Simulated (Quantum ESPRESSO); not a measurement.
# NaCl (Fm-3m): from Born charge to LO-TO splitting

Aim: work out the LO frequency and the static dielectric constant of NaCl (Fm-3m) from one linear-response run, then check them.

Method: DFT LDA, scalar-relativistic, plane waves, PseudoDojo norm-conserving pseudopotentials, in Quantum ESPRESSO 7.5.

The database entry behind the starting cell differs from later determinations by our own check (an axis about 0.4 % short against later determinations), so it need not match the best structure at ambient conditions.

**1. The relaxed structure**

It takes space group Fm-3m (No. 225, cubic). Conventional cell: a = 5.466 Å, b = 5.466 Å, c = 5.466 Å, α = 90.00°, β = 90.00°, γ = 90.00°. Nearest to Na lie 6 Cl at 2.73 Å. Nearest to Cl lie 6 Na at 2.73 Å. Farther neighbours and most contacts between anions are not listed.

As a file:

```
Na Cl
1.0
     0.00000    2.73307    2.73307
     2.73307    0.00000    2.73307
     2.73307    2.73307    0.00000
Na Cl
1 1
Cartesian
  0.0000 0.0000 0.0000
  2.7331 2.7331 2.7331
```

This is the cell after its relaxation at this level of theory, not the database cell from which that began.

**2. What the response run gave**

A linear-response run on the relaxed cell, with the response to an electric field; only its zone-centre results are used. Cutoff 88 Ry, k mesh 6×6×6.

Output:

```text
[banners, grids, parts of the stress and lines that vanish by symmetry left out]
Program PHONON v.7.5
     Reading xml data from directory:

[...]
Exchange-correlation= PW
                           (   1   4   0   0   0   0   0)
[...]
kinetic-energy cut-off    =      88.0000  Ry
     charge density cut-off    =     352.0000  Ry
     convergence threshold     =      1.0E-18
[...]
Exchange-correlation= PW
                           (   1   4   0   0   0   0   0)
[...]
q = (   0.0000000   0.0000000   0.0000000 )
     49 Sym.Ops. (with q -> -q+G )
     G cutoff =  475.6762  (  30731 G-vectors)     FFT grid: ( 45, 45, 45)
     number of k points=    16
[...]
Mode symmetry, O_h (m-3m)  point group:
[...]
Dielectric constant
[...]
End of electric fields calculation
          Dielectric constant in cartesian axis
          (       2.681599767      -0.000000000      -0.000000000 )
          (      -0.000000000       2.681599767      -0.000000000 )
          (      -0.000000000       0.000000000       2.681599767 )
          Effective charges (d Force / dE) in cartesian axis without acoustic sum rule applied (asr)
           atom    1  Na    Mean Z*:        1.07349
      Ex  (        1.07349        0.00000       -0.00000 )
      Ey  (       -0.00000        1.07349       -0.00000 )
      Ez  (       -0.00000       -0.00000        1.07349 )
           atom    2  Cl    Mean Z*:       -1.07569
      Ex  (       -1.07569       -0.00000        0.00000 )
      Ey  (       -0.00000       -1.07569        0.00000 )
      Ez  (        0.00000        0.00000       -1.07569 )
          Effective charges Sum: Mean:       -0.00220
[...]
Effective charges (d Force / dE) in cartesian axis with asr applied:
           atom    1  Na    Mean Z*:        1.07459
[...]
atom    2  Cl    Mean Z*:       -1.07459
[...]
Representation #   1 modes #   1   2   3
[...]
End of self-consistent calculation
     Convergence has been achieved
     Representation #   2 modes #   4   5   6
[...]
End of self-consistent calculation
     Convergence has been achieved
[...]
Dielectric constant in cartesian axis
          (       2.681599767      -0.000000000      -0.000000000 )
          (      -0.000000000       2.681599767      -0.000000000 )
          (      -0.000000000       0.000000000       2.681599767 )
          Effective charges (d Force / dE) in cartesian axis without acoustic sum rule applied (asr)
           atom    1  Na    Mean Z*:        1.07349
      Ex  (        1.07349        0.00000       -0.00000 )
      Ey  (       -0.00000        1.07349       -0.00000 )
      Ez  (       -0.00000       -0.00000        1.07349 )
           atom    2  Cl    Mean Z*:       -1.07569
      Ex  (       -1.07569       -0.00000        0.00000 )
      Ey  (       -0.00000       -1.07569        0.00000 )
      Ez  (        0.00000        0.00000       -1.07569 )
          Effective charges Sum: Mean:       -0.00220
[...]
Effective charges (d Force / dE) in cartesian axis with asr applied:
           atom    1  Na    Mean Z*:        1.07459
[...]
atom    2  Cl    Mean Z*:       -1.07459
[...]
q = (    0.000000000   0.000000000   0.000000000 )
[...]
freq (    1) =       0.115876 [THz] =       3.865204 [cm-1]
     freq (    2) =       0.115876 [THz] =       3.865204 [cm-1]
     freq (    3) =       0.115876 [THz] =       3.865204 [cm-1]
     freq (    4) =       5.650554 [THz] =     188.482194 [cm-1]
     freq (    5) =       5.650554 [THz] =     188.482194 [cm-1]
     freq (    6) =       5.650554 [THz] =     188.482194 [cm-1]
[...]
Mode symmetry, O_h (m-3m)  point group:
     freq (   1-   3) =          3.9  [cm-1]   --> T_1u G_15  G_4- I
     freq (   4-   6) =        188.5  [cm-1]   --> T_1u G_15  G_4- I

   JOB DONE.
```

| quantity | value |
| --- | --- |
| cell volume Ω (Å³) | 40.830 |
| mass of Na (u) | 22.990 |
| mass of Cl (u) | 35.450 |
| Born charge of Na, raw (e) | 1.073 |
| Born charge of Cl, raw (e) | -1.076 |
| ε∞ | 2.682 |
| ω(TO) after the sum rule (cm⁻¹) | 188.4 |

**3. The calculation**

The charges must sum to zero over the cell; taking off their mean, -0.001 e, leaves Z* = 1.075 e on Na. In the polar mode Na moves against Cl, so the reduced mass is μ = 22.99 × 35.45 / 58.44 = 13.946 u.

A longitudinal wave builds up a field that adds to the restoring force: ω(LO)² = ω(TO)² + 4π Z*² / (μ Ω ε∞), in Hartree atomic units. With μ = 25422 electron masses and Ω = 275.54 bohr³ the second term is 7.7256e-07 Ha², or 37213 cm⁻² (1 Ha = 219474.6 cm⁻¹).

So ω(LO) = √(35502 + 37213) = 269.7 cm⁻¹, and by the Lyddane-Sachs-Teller relation ε₀ = ε∞ (ω(LO)/ω(TO))² = 5.49.

**4. Check against the program**

The analysis program adds the same non-analytic term to the full matrix, here for q along (1 0 0).

Output:

```text
[banner, memory and clock lines left out]
Program DYNMAT v.7.5

     Reading Dynamical Matrix from file g.dyn
     ...Force constants read
     ...epsilon and Z* read

     Polarizability (A^3 units)
     multiply by 0.640807 for Clausius-Mossotti correction
         5.463788   -0.000000   -0.000000
        -0.000000    5.463788    0.000000
        -0.000000   -0.000000    5.463788

     IR activities are in (D/A)^2/amu units

# mode   [cm-1]    [THz]      IR
    1     -0.00   -0.0000    0.0000
    2     -0.00   -0.0000    0.0000
    3     -0.00   -0.0000    0.0000
    4    188.42    5.6487    1.9103
    5    188.42    5.6487    1.9103
    6    269.66    8.0841    1.9103
```

ε₀ comes from the program's run without a direction of q.

| quantity | by hand | program |
| --- | --- | --- |
| ω(LO) (cm⁻¹) | 269.7 | 269.7 |
| ε₀ | 5.49 | 5.49 |

**5. Outcome**

```json
{
  "TO mode": "188.4 cm⁻¹",
  "LO mode": "269.7 cm⁻¹",
  "static dielectric constant": "5.492"
}
```

What this shows: The LO mode of NaCl (Fm-3m) lies at 270 cm⁻¹, 81 cm⁻¹ above the TO mode; the formula meets the program within 0.1 cm⁻¹, as it must for a cubic crystal with one polar mode. ω(LO)² − ω(TO)² goes with Z*²/ε∞: an error of 5 % in ε∞ would move the LO mode by 3.3 cm⁻¹, and semilocal functionals tend to overestimate ε∞. These are harmonic values at zero temperature, at the volume of this functional, for the structure held cubic; stability elsewhere in the zone is no part of this calculation.

[Host names and launcher messages were left out of these logs when they were recorded.]

[Logs are printed without paths, hosts, clocks, repeated set-up lines and the standing remarks that a program may print on its own settings, such as how far it seeks lower states.]

[Hosts, paths, dates, database ids (printed as entryN), source tags and the programs' standing remarks are cut or masked in the printed files.]
